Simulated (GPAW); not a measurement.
**CsH3O2 (Amm2): the O K absorption edge**

Aim: the near-edge shape at the O K edge of CsH3O2 (Amm2), and what the core hole does to it.

Main program and level: GPAW 26.7.0; X-ray absorption from dipole matrix elements to empty bands, plane-wave PAW LDA.

## Step 1: Set-up

Symmetry: Amm2, No. 38, orthorhombic system. Conventional cell: a = 4.250 Å, b = 4.425 Å, c = 8.047 Å, α = 90.00°, β = 90.00°, γ = 90.00°. Nearest to Cs lie 12 H at 3.10 to 3.19 Å and 12 O at 3.25 to 3.52 Å. Nearest to O lie 5 H at 1.02 to 3.13 Å and 6 Cs at 3.30 to 3.52 Å. O has 7 H at 0.97 to 3.46 Å and 6 Cs at 3.25 to 3.44 Å nearest. Nearest to H lie 3 O at 1.02 to 3.13 Å and 4 H at 1.69 to 2.74 Å and 4 Cs at 3.10 to 3.19 Å. Nearest to H lie 4 O at 0.97 to 3.13 Å and 4 H at 2.13 to 2.53 Å and 4 Cs at 3.12 Å. Farther neighbours and most contacts between anions are not listed.

Coordinates:

```
Cs O H
1.0
     4.25023    0.00000    0.00000
     0.00000    2.21260    4.02356
     0.00000   -2.21260    4.02356
Cs O H
1 2 3
Direct
  0.00000 0.98533 0.98533
  0.50000 0.33406 0.33406
  0.50000 0.67951 0.67951
  0.50000 0.45270 0.07118
  0.50000 0.07118 0.45270
  0.50000 0.55847 0.55847
```

## Step 2: Ground state of the crystal

A plain self-consistent run shows whether there is a gap, which decides the set-up of the core-hole run.

scf.py

```python
import numpy as np
from ase import Atoms
from ase.parallel import parprint, paropen
from gpaw import GPAW, PW, FermiDirac, Mixer, MixerDif, setup_paths
from gpaw.test import gen
setup_paths.insert(0, '.')
gen('O', name='nch1s', xcname='LDA', corehole=(1, 0, 0), write_xml=True)
from gpaw.mpi import world
world.barrier()

atoms = Atoms('CsO2H3',
    cell=[[4.25023165, 0, 0],
     [0, 2.21260049, 4.02356038],
     [0, -2.21260049, 4.02356038]],
    scaled_positions=[[0, 0.98533106, 0.98533106],
     [0.5, 0.33406101, 0.33406101],
     [0.5, 0.67950864, 0.67950864],
     [0.5, 0.45270073, 0.07117693],
     [0.5, 0.07117693, 0.45270073],
     [0.5, 0.55847297, 0.55847297]],
    pbc=True)
atoms.calc = calc = GPAW(legacy_gpaw=True, mode=PW(500), xc='LDA', setups={1: 'nch1s'},
    kpts={'size': (6, 7, 7), 'gamma': True}, occupations=FermiDirac(0.05),
    charge=0, mixer=Mixer(0.1, 5, 50), maxiter=150,
    convergence={'density': 0.0001}, txt='scf.txt')
energy = atoms.get_potential_energy() + calc.get_reference_energy()
ef = calc.get_fermi_level()
out = dict(energy=energy, fermi=ef, forces=atoms.get_forces().tolist())
parprint(f'all-electron energy {energy:.4f} eV, Fermi level {ef:.4f} eV')
ev = np.array([[calc.get_eigenvalues(k, s) for k in range(len(calc.get_ibz_k_points()))] for s in range(calc.get_number_of_spins())])
out['homo'], out['lumo'], out['counts'] = ev[ev < ef].max(), ev[ev > ef].min(), sorted(set((ev < ef).sum((0, 2)).tolist()))
out['filled'] = (ev[:, 0] < ef).sum(1).tolist()
import json
with paropen('out.json', 'w') as f:
    json.dump(out, f)
```

Started as:

```sh
> OMP_NUM_THREADS=1 mpirun -n 4 gpaw python scf.py
```

Numbers of over 12 decimals in the logs are rounded to 6 here.

Output:

```text
Input parameters:
  convergence: {density: 0.0001}
  kpts: {gamma: True,
         size: (6, 7, 7)}
  maxiter: 150
  mixer: {backend: pulay,
          beta: 0.1,
          method: separate,
          nmaxold: 5,
          weight: 50}
  mode: {ecut: 500.0,
         name: pw}
  occupations: {fixmagmom: False,
                name: fermi-dirac,
                width: 0.05}
  setups: {1: nch1s}

Initialize ...

[... PAW data sets ...]

Reference energy: -215726.468277  # eV

Spin-paired calculation

[... convergence settings ...]
Symmetries present (total): 4
  [... symmetry matrices ...]

294 k-points: 6 x 7 x 7 Monkhorst-Pack grid + [1/12,0.000000,0.000000]
64 k-points in the irreducible part of the Brillouin zone
       k-points in crystal coordinates                weights
   0:     0.00000000    0.00000000    0.00000000          1/294
   1:     0.00000000    0.14285714   -0.14285714          2/294
   2:     0.00000000    0.14285714    0.00000000          4/294
   3:     0.00000000    0.14285714    0.14285714          2/294
   4:     0.00000000    0.28571429   -0.28571429          2/294
   5:     0.00000000    0.28571429   -0.14285714          4/294
   6:     0.00000000    0.28571429    0.00000000          4/294
   7:     0.00000000    0.28571429    0.14285714          4/294
   8:     0.00000000    0.28571429    0.28571429          2/294
   9:     0.00000000    0.42857143   -0.42857143          2/294
          ...
  63:     0.50000000    0.42857143    0.42857143          2/294

Wave functions: Plane wave expansion
  Cutoff energy: 500.000 eV
  Number of coefficients (min, max): 1906, 1949
  Pulay-stress correction: 0.000000 eV/Ang^3 (de/decut=0.000000)
  Using FFTW library
  Wavefunction extrapolation:
    Improved wavefunction reuse through dual PAW basis

Occupation numbers: Fermi-Dirac:
  width: 0.0500  # eV

Eigensolver
   Davidson(niter=2)

Densities:
  Coarse grid: 24*24*24 grid
  Fine grid: 48*48*48 grid
  Total Charge: 0.000000

Density mixing:
  Method: separate
  Backend: pulay
  Linear mixing parameter: 0.1
  old densities: 5
  Width of damping distribution: 1.1
  Damping of long wavelength oscillations: 50

[... Hamiltonian set-up ...]
Number of atoms: 6
Number of atomic orbitals: 16
Number of bands in calculation: 16
Number of valence electrons: 24
Bands to converge: occupied

... initialized

Initializing position-dependent things.

Density initialized from atomic densities
Creating initial wave functions:
  16 bands from LCAO basis set

       Cs

             O
             H

             O
             H
            H

Atomic positions and initial magnetic moments

Positions:
   0 Cs     0.000000   -0.000000    7.929078    ( 0.0000,  0.0000,  0.0000)
   1 O      2.125116    0.000000    2.688229    ( 0.0000,  0.0000,  0.0000)
   2 O      2.125116   -0.000000    5.468088    ( 0.0000,  0.0000,  0.0000)
   3 H      2.125116    0.844160    2.107853    ( 0.0000,  0.0000,  0.0000)
   4 H      2.125116   -0.844160    2.107853    ( 0.0000,  0.0000,  0.0000)
   5 H      2.125116    0.000000    4.494099    ( 0.0000,  0.0000,  0.0000)

Unit cell:
           periodic     x           y           z      points  spacing
  1. axis:    yes    4.250232    0.000000    0.000000    24     0.1771
  2. axis:    yes    0.000000    2.212600    4.023560    24     0.1616
  3. axis:    yes    0.000000   -2.212600    4.023560    24     0.1616

  Lengths:   4.250232   4.591801   4.591801
  Angles:   57.613765  90.000000  90.000000

Effective grid spacing dv^(1/3) = 0.1762

iter:   1   -33.057487
iter:   2   -31.818448   -1.32  -0.93
iter:   3   -30.394413   -1.01  -1.02
iter:   4   -30.310101   -2.01  -1.35
iter:   5   -30.274941   -2.15  -1.55
iter:   6   -30.283126   -2.35  -2.08
iter:   7   -30.273442c  -3.85  -2.09
iter:   8   -30.269189   -2.87  -2.23
iter:   9   -30.270934c  -3.00  -2.47
iter:  10   -30.266905c  -3.57  -2.43
iter:  11   -30.266883c  -4.51  -3.00
iter:  12   -30.266979c  -4.70  -3.17
iter:  13   -30.266862c  -4.96  -3.21
iter:  14   -30.266863c  -6.08  -4.21c
iter:  15   -30.266863c  -6.49  -4.15c
iter:  16   -30.266862c  -7.46c -4.32c

Converged after 16 iterations.

Dipole moment: (-0.000000, 0.000000, 3.012312) |e|*Ang

Energy contributions relative to reference atoms: (reference = -215726.468277)

Kinetic:        +25.021616
Potential:      -25.020019
External:        +0.000000
XC:             -30.305612
Entropy (-ST):   -0.000000
Local:           +0.037153
SIC:             +0.000000
--------------------------
Free energy:    -30.266862
Extrapolated:   -30.266862

Showing only first 2 kpts
 Kpt  Band  Eigenvalues  Occupancy
  0    10      1.67714    2.00000
  0    11      2.23548    2.00000
  0    12      6.31978    0.00000
  0    13      6.96116    0.00000

  1    10      1.40078    2.00000
  1    11      2.03641    2.00000
  1    12      7.52920    0.00000
  1    13      7.56287    0.00000

Fermi level: 3.43987

Gap: 4.084 eV
Transition (v -> c):
  (s=0, k=0, n=11, [0.00, 0.00, 0.00]) -> (s=0, k=0, n=12, [0.00, 0.00, 0.00])
No difference between direct/indirect transitions

Forces in eV/Ang:
  0 Cs    0.00000    0.00000   -0.07222
  1 O     0.00000    0.00000    0.80240
  2 O     0.00000    0.00000    0.88709
  3 H     0.00000    0.61377   -0.35241
  4 H     0.00000   -0.61377   -0.35241
  5 H     0.00000    0.00000   -0.91134
Scalar-relativistic atomic LDA calculation for O (Oxygen, Z=8)
Core hole in 1s state (1s occupation: 2.0)
300 radial gridpoints.
|------------------------------------------------|
|------------------------------------------------|
[... the atom generator's iteration count ...]

Energy contributions:
-------------------------
Kinetic:      +74.266897
XC:            -7.772280
Potential:   -141.018865
-------------------------
Total:        -74.524248

state      eigenvalue         ekin         rmax
-----------------------------------------------
1s^2.0 :   -18.772897    28.821965        0.130
2s^2.0 :    -0.872866     3.204810        0.874
2p^4.0 :    -0.337925     2.553337        0.813
-----------------------------------------------
(units: Bohr and Hartree)

Generating PAW setup
Kinetic energy of the core from tauc = 57.689706
Cutoffs:
rc(s)=1.300
rc(p)=1.130
rc(d)=1.170
rc(vbar)=1.300
rc(comp)=1.260
rc(nct)=1.300

Kinetic energy of the core states: 57.643930
Charge: 0.0
Core electrons: 2.0
Valence electrons: 6.0
Pseudo-core charge: 0.000776
Shape function alpha=6.299
Pseudo-electron charge 5.666261
state    eigenvalue         norm
--------------------------------
2s(2) :    -0.872866     1.079797
*s    :     0.127134
2p(4) :    -0.337925     0.876472
*p    :     0.662075
*d    :     0.000000
--------------------------------

Diagonalizing with gridspacing h=0.050

state   all-electron     PAW
-------------------------------
2s:      -0.872866    -0.873954
2p:      -0.337925    -0.341740
*d:                    0.050276
*f:                    0.077289
-------------------------------
all-electron energy -215756.7351 eV, Fermi level 3.4399 eV
```

The job ended after 10 s (4 MPI ranks of Arm Neoverse V2, shared host; peak memory 0.2 GiB).

The mesh shows a gap of 4.08 eV, so the hole is first treated in a charged cell, without the excited electron.

## Step 3: Spectrum without a core hole, O atom 2

Without a hole the spectrum is the empty density of states of the right symmetry on the absorber, weighted by matrix elements. It needs only the small cell and serves as the baseline. The data set with a hole of occupation 0 only carries the core orbital.

The absorber has 2 H at 1.02 Å, 1 H at 1.81 Å, 4 Cs at 3.30 Å and 2 Cs at 3.52 Å (9-fold, site symmetry mm2).

xas.py

```python
import numpy as np
from ase import Atoms
from ase.parallel import parprint, paropen
from gpaw import GPAW, PW, FermiDirac, Mixer, MixerDif, setup_paths
from gpaw.test import gen
setup_paths.insert(0, '.')
gen('O', name='nch1s', xcname='LDA', corehole=(1, 0, 0), write_xml=True)
from gpaw.mpi import world
world.barrier()

atoms = Atoms('CsO2H3',
    cell=[[4.25023165, 0, 0],
     [0, 2.21260049, 4.02356038],
     [0, -2.21260049, 4.02356038]],
    scaled_positions=[[0, 0.98533106, 0.98533106],
     [0.5, 0.33406101, 0.33406101],
     [0.5, 0.67950864, 0.67950864],
     [0.5, 0.45270073, 0.07117693],
     [0.5, 0.07117693, 0.45270073],
     [0.5, 0.55847297, 0.55847297]],
    pbc=True)
atoms.calc = calc = GPAW(legacy_gpaw=True, mode=PW(500), xc='LDA', setups={1: 'nch1s'},
    kpts={'size': (6, 7, 7), 'gamma': True}, occupations=FermiDirac(0.02),
    charge=0, mixer=Mixer(0.1, 5, 50), maxiter=150,
    convergence={'density': 0.0001}, txt='scf.txt')
energy = atoms.get_potential_energy() + calc.get_reference_energy()
ef = calc.get_fermi_level()
out = dict(energy=energy, fermi=ef, forces=atoms.get_forces().tolist())
parprint(f'all-electron energy {energy:.4f} eV, Fermi level {ef:.4f} eV')
ev = np.array([[calc.get_eigenvalues(k, s) for k in range(len(calc.get_ibz_k_points()))] for s in range(calc.get_number_of_spins())])
out['homo'], out['lumo'], out['counts'] = ev[ev < ef].max(), ev[ev > ef].min(), sorted(set((ev < ef).sum((0, 2)).tolist()))
out['filled'] = (ev[:, 0] < ef).sum(1).tolist()

from ase.units import Ha
from gpaw.xas import dipole_matrix_elements
nb = int(calc.get_number_of_electrons() / 2) + 48
top, nb = nb, nb + 8 + nb // 12
nscf = calc.fixed_density(kpts={'size': (5, 6, 6), 'gamma': True}, nbands=nb,
    convergence={'bands': top, 'eigenstates': 1e-5}, maxiter=60, txt='nscf.txt')
cell = atoms.cell.array
ops = [cell.T @ U.T @ np.linalg.inv(cell.T) for U in nscf.wfs.kd.symmetry.op_scc]
filled = [12]  # bands filled in the ground state, by spin
E = np.arange(-25, 34, 0.1)
fwhm = np.interp(E, [4, 25], [0.9, 3.5])
Y, X, zero, highest = 0, 0, 1e9, 1e9
for spin in range(nscf.get_number_of_spins()):
    wfs = nscf.wfs
    A = dipole_matrix_elements(wfs.setups[1])
    eps = np.zeros((wfs.kd.nibzkpts, nb))
    d = np.zeros((3, A.shape[1], wfs.kd.nibzkpts, nb), complex)
    for kpt in wfs.kpt_u:
        if kpt.s == spin and 1 in kpt.P_ani:
            eps[kpt.k] = kpt.eps_n * Ha
            d[:, :, kpt.k] = (kpt.weight * wfs.nspins / 2) ** 0.5 * np.inner(A, kpt.P_ani[1])
    world.sum(eps)
    world.sum(d)
    T = np.einsum('amkn,bmkn->abkn', d, d.conj()).real
    T = sum(np.einsum('ai,ijkn,bj->abkn', R, T, R) for R in ops) / len(ops)
    empty = np.ones_like(eps, bool) & (np.arange(nb) >= filled[spin])
    zero, highest = min(zero, eps[empty].min()), min(highest, eps[:, top - 1].min())
    lines = [(eps, T, empty)] if spin == 0 else lines + [(eps, T, empty)]
for eps, T, empty in lines:
    f = np.einsum('aakn->akn', T).reshape(3, -1)
    x = eps.ravel() - zero
    w = np.interp(x, E, fwhm) / 2.35482
    g = np.exp(-0.5 * ((E[:, None] - x) / w) ** 2) / (w * (2 * np.pi) ** 0.5)
    Y = Y + (f * empty.ravel()) @ g.T
    X = X + (f * ~empty.ravel()) @ g.T
out.update(E=E.round(2).tolist(), xas=Y.tolist(), xes=X.tolist(), zero=zero, valid=highest - zero, nk=len(eps), nb=nb)
for i in range(0, len(E), 10):
    parprint(f'{E[i]:7.2f}', *(f'{v:10.3e}' for v in Y[:, i]))
import json
with paropen('out.json', 'w') as f:
    json.dump(out, f)
```

Started as:

```sh
> OMP_NUM_THREADS=1 mpirun -n 4 gpaw python xas.py
```

Output:

```text
Input parameters:
  convergence: {density: 0.0001}
  kpts: {gamma: True,
         size: (6, 7, 7)}
  maxiter: 150
  mixer: {backend: pulay,
          beta: 0.1,
          method: separate,
          nmaxold: 5,
          weight: 50}
  mode: {ecut: 500.0,
         name: pw}
  occupations: {fixmagmom: False,
                name: fermi-dirac,
                width: 0.02}
  setups: {1: nch1s}

Initialize ...

[...]
*p    :     0.662075
*d    :     0.000000
--------------------------------

Diagonalizing with gridspacing h=0.050

state   all-electron     PAW
-------------------------------
2s:      -0.872866    -0.873954
2p:      -0.337925    -0.341740
*d:                    0.050276
*f:                    0.077289
-------------------------------
all-electron energy -215756.7351 eV, Fermi level 5.2573 eV
[...]
32.00  4.945e-05  4.496e-05  6.345e-05
  33.00  3.892e-05  4.605e-05  6.635e-05
[key lines of the parts left out:]
Converged after 16 iterations.
Dipole moment: (-0.000000, 0.000000, 3.012312) |e|*Ang
Free energy:    -30.266862
Fermi level: 5.25730
```

It took 26 s on 4 MPI ranks; peak memory 0.26 GiB.

The O K spectrum, O atom 2, no core hole (energy from the lowest empty level; intensity scaled to a mean of 1 over the first 20 eV; polarised curves are means over the symmetry-equivalent atoms):

```csv
E (eV),isotropic,ε ∥ x,ε ∥ y,ε ∥ z
-2.0,0.00,0.00,0.00,0.00
-1.0,0.00,0.00,0.00,0.00
0.0,0.01,0.01,0.00,0.01
1.0,0.15,0.20,0.10,0.15
2.0,0.79,1.21,0.37,0.79
3.0,0.97,1.44,0.45,1.01
4.0,1.27,2.05,0.53,1.24
5.0,0.64,1.06,0.32,0.54
6.0,0.27,0.28,0.15,0.38
7.0,0.52,0.34,0.54,0.68
8.0,1.51,0.59,1.87,2.07
9.0,2.74,1.15,3.56,3.49
10.0,2.83,1.40,4.62,2.46
11.0,1.61,0.72,2.94,1.18
12.0,1.01,0.55,1.67,0.82
13.0,0.96,0.68,1.35,0.85
14.0,0.99,0.74,1.36,0.88
15.0,0.80,0.67,1.03,0.70
16.0,0.58,0.58,0.62,0.55
17.0,0.59,0.66,0.53,0.57
18.0,0.68,0.84,0.59,0.62
19.0,0.72,0.91,0.61,0.64
20.0,0.69,0.84,0.60,0.64
21.0,0.63,0.71,0.58,0.59
22.0,0.56,0.59,0.56,0.54
23.0,0.51,0.55,0.51,0.47
24.0,0.48,0.55,0.45,0.43
25.0,0.48,0.57,0.43,0.44
26.0,0.57,0.66,0.50,0.54
27.0,0.71,0.82,0.63,0.69
28.0,0.83,1.00,0.71,0.79
29.0,0.84,1.06,0.67,0.78
30.0,0.74,0.95,0.57,0.72
```

Main maxima below 24 eV (height): 2.6 eV (1.17), 4.1 eV (1.30), 9.6 eV (3.03) and 19.0 eV (0.72). A K edge sees empty p states on the absorber.

The same matrix elements for filled bands give the O K emission of O atom 2 (ground-state approximation; energy from the lowest empty level, largest value 1):

```csv
E (eV),emission
-24.00,0.00
-23.25,0.00
-22.50,0.02
-21.75,0.01
-21.00,0.00
-20.25,0.00
-19.50,0.00
-18.75,0.00
-18.00,0.00
-17.25,0.00
-16.50,0.00
-15.75,0.00
-15.00,0.00
-14.25,0.00
-13.50,0.00
-12.75,0.01
-12.00,0.20
-11.25,0.34
-10.50,0.24
-9.75,0.12
-9.00,0.20
-8.25,0.24
-7.50,0.18
-6.75,0.42
-6.00,0.64
-5.25,0.88
-4.50,0.54
-3.75,0.08
-3.00,0.00
-2.25,0.00
-1.50,0.00
-0.75,0.00
0.00,0.00
0.75,0.00
1.50,0.00
2.25,0.00
3.00,0.00
```

Emission maxima: -11.4 eV (0.37), -8.6 eV (0.28) and -5.6 eV (1.00).

## Step 4: Spectrum without a core hole, O atom 3

This cheap baseline ignores the attraction of the hole: it shows the absorber's empty states as they are in the ground state. The data set with a hole of occupation 0 only carries the core orbital.

The absorber has 1 H at 0.97 Å, 2 H at 1.52 Å, 2 Cs at 3.25 Å and 4 Cs at 3.44 Å (9-fold, site symmetry mm2).

Changes to xas.py since step 3:

```diff
@@ -21,3 +21,3 @@
     pbc=True)
-atoms.calc = calc = GPAW(legacy_gpaw=True, mode=PW(500), xc='LDA', setups={1: 'nch1s'},
+atoms.calc = calc = GPAW(legacy_gpaw=True, mode=PW(500), xc='LDA', setups={2: 'nch1s'},
     kpts={'size': (6, 7, 7), 'gamma': True}, occupations=FermiDirac(0.02),
@@ -47,3 +47,3 @@
     wfs = nscf.wfs
-    A = dipole_matrix_elements(wfs.setups[1])
+    A = dipole_matrix_elements(wfs.setups[2])
     eps = np.zeros((wfs.kd.nibzkpts, nb))
@@ -51,5 +51,5 @@
     for kpt in wfs.kpt_u:
-        if kpt.s == spin and 1 in kpt.P_ani:
+        if kpt.s == spin and 2 in kpt.P_ani:
             eps[kpt.k] = kpt.eps_n * Ha
-            d[:, :, kpt.k] = (kpt.weight * wfs.nspins / 2) ** 0.5 * np.inner(A, kpt.P_ani[1])
+            d[:, :, kpt.k] = (kpt.weight * wfs.nspins / 2) ** 0.5 * np.inner(A, kpt.P_ani[2])
     world.sum(eps)
```

Output:

```text
Input parameters:
  convergence: {density: 0.0001}
  kpts: {gamma: True,
         size: (6, 7, 7)}
  maxiter: 150
  mixer: {backend: pulay,
          beta: 0.1,
          method: separate,
          nmaxold: 5,
          weight: 50}
  mode: {ecut: 500.0,
         name: pw}
  occupations: {fixmagmom: False,
                name: fermi-dirac,
                width: 0.02}
  setups: {2: nch1s}

Initialize ...

[...]
*p    :     0.662075
*d    :     0.000000
--------------------------------

Diagonalizing with gridspacing h=0.050

state   all-electron     PAW
-------------------------------
2s:      -0.872866    -0.873954
2p:      -0.337925    -0.341740
*d:                    0.050276
*f:                    0.077289
-------------------------------
all-electron energy -215756.7351 eV, Fermi level 5.2573 eV
[...]
32.00  5.246e-05  4.039e-05  6.779e-05
  33.00  4.208e-05  4.073e-05  7.082e-05
[key lines of the parts left out:]
Converged after 16 iterations.
Dipole moment: (-0.000000, 0.000000, 3.012312) |e|*Ang
Free energy:    -30.266862
Fermi level: 5.25730
```

It took 26 s on 4 MPI ranks; peak memory 0.26 GiB; 1.8 min of CPU time.

The O K spectrum, O atom 3, no core hole (energy from the lowest empty level; intensity scaled to a mean of 1 over the first 20 eV; polarised curves are means over the symmetry-equivalent atoms):

```csv
E (eV),isotropic,ε ∥ x,ε ∥ y,ε ∥ z
-2.0,0.00,0.00,0.00,0.00
-1.4,0.00,0.00,0.00,0.00
-0.8,0.00,0.00,0.00,0.00
-0.2,0.00,0.00,0.00,0.00
0.4,0.04,0.05,0.04,0.03
1.0,0.18,0.22,0.20,0.14
1.6,0.53,0.70,0.54,0.35
2.2,1.06,1.41,1.09,0.69
2.8,1.25,1.74,1.12,0.88
3.4,1.03,1.20,1.15,0.73
4.0,1.58,2.43,1.49,0.83
4.6,1.21,1.91,0.93,0.79
5.2,0.60,0.89,0.42,0.49
5.8,0.32,0.34,0.23,0.40
6.4,0.46,0.35,0.31,0.74
7.0,0.72,0.37,0.44,1.36
7.6,1.19,0.48,0.89,2.19
8.2,1.85,0.75,1.71,3.09
8.8,2.59,1.09,2.74,3.94
9.4,2.98,1.40,3.60,3.93
10.0,2.63,1.38,3.53,2.99
10.6,1.81,0.99,2.53,1.91
11.2,1.14,0.65,1.53,1.25
11.8,0.85,0.54,1.03,0.99
12.4,0.77,0.57,0.85,0.90
13.0,0.78,0.65,0.77,0.92
13.6,0.82,0.72,0.72,1.02
14.2,0.83,0.74,0.68,1.07
14.8,0.76,0.70,0.59,0.98
15.4,0.64,0.64,0.47,0.79
16.0,0.55,0.61,0.41,0.63
16.6,0.54,0.63,0.42,0.57
17.2,0.60,0.73,0.47,0.59
17.8,0.66,0.84,0.52,0.63
18.4,0.71,0.92,0.55,0.65
19.0,0.72,0.94,0.57,0.65
19.6,0.70,0.91,0.57,0.64
20.2,0.67,0.83,0.55,0.62
20.8,0.62,0.73,0.52,0.60
21.4,0.57,0.65,0.48,0.58
22.0,0.53,0.59,0.45,0.56
22.6,0.50,0.56,0.41,0.55
23.2,0.48,0.55,0.37,0.54
23.8,0.47,0.55,0.34,0.52
24.4,0.47,0.55,0.33,0.52
25.0,0.49,0.57,0.35,0.54
25.6,0.54,0.61,0.41,0.60
26.2,0.61,0.68,0.48,0.68
26.8,0.70,0.77,0.56,0.77
27.4,0.77,0.87,0.62,0.83
28.0,0.82,0.96,0.64,0.86
28.6,0.83,1.03,0.62,0.83
29.2,0.80,1.04,0.58,0.79
29.8,0.75,0.99,0.52,0.74
30.4,0.70,0.89,0.48,0.72
```

Main maxima below 24 eV (height): 2.6 eV (1.28), 4.1 eV (1.60), 9.4 eV (2.98), 14.0 eV (0.84) and 18.9 eV (0.72). 

The same matrix elements for filled bands give the O K emission of O atom 3 (ground-state approximation; energy from the lowest empty level, largest value 1):

```csv
E (eV),emission
-24.00,0.00
-23.25,0.00
-22.50,0.00
-21.75,0.00
-21.00,0.01
-20.25,0.01
-19.50,0.00
-18.75,0.00
-18.00,0.00
-17.25,0.00
-16.50,0.00
-15.75,0.00
-15.00,0.00
-14.25,0.00
-13.50,0.00
-12.75,0.00
-12.00,0.04
-11.25,0.05
-10.50,0.04
-9.75,0.04
-9.00,0.12
-8.25,0.12
-7.50,0.09
-6.75,0.21
-6.00,0.10
-5.25,0.29
-4.50,0.96
-3.75,0.15
-3.00,0.00
-2.25,0.00
-1.50,0.00
-0.75,0.00
0.00,0.00
0.75,0.00
1.50,0.00
2.25,0.00
3.00,0.00
```

Emission maxima: -8.6 eV (0.14), -6.8 eV (0.21) and -4.6 eV (1.00).

(Part 1 of 3 ends here.)

[Banner, clock and machine lines of the logs are left out without a mark of their own.]

[Logs are printed without paths, hosts, clocks, repeated set-up lines and the standing remarks that a program may print on its own settings, such as how far it seeks lower states.]

[Hosts, paths, dates, database ids (printed as entryN), source tags and the programs' standing remarks are cut or masked in the printed files.]

[Lists of maxima count a maximum above −3 eV only where it reaches 4 % of the highest in the window and stands out from its surroundings by 2 % of it (1.5 % where it reaches 55 %); shoulders and weaker maxima are passed over, and of the rest the first, up to two pre-edge ones and the few strongest are named.]
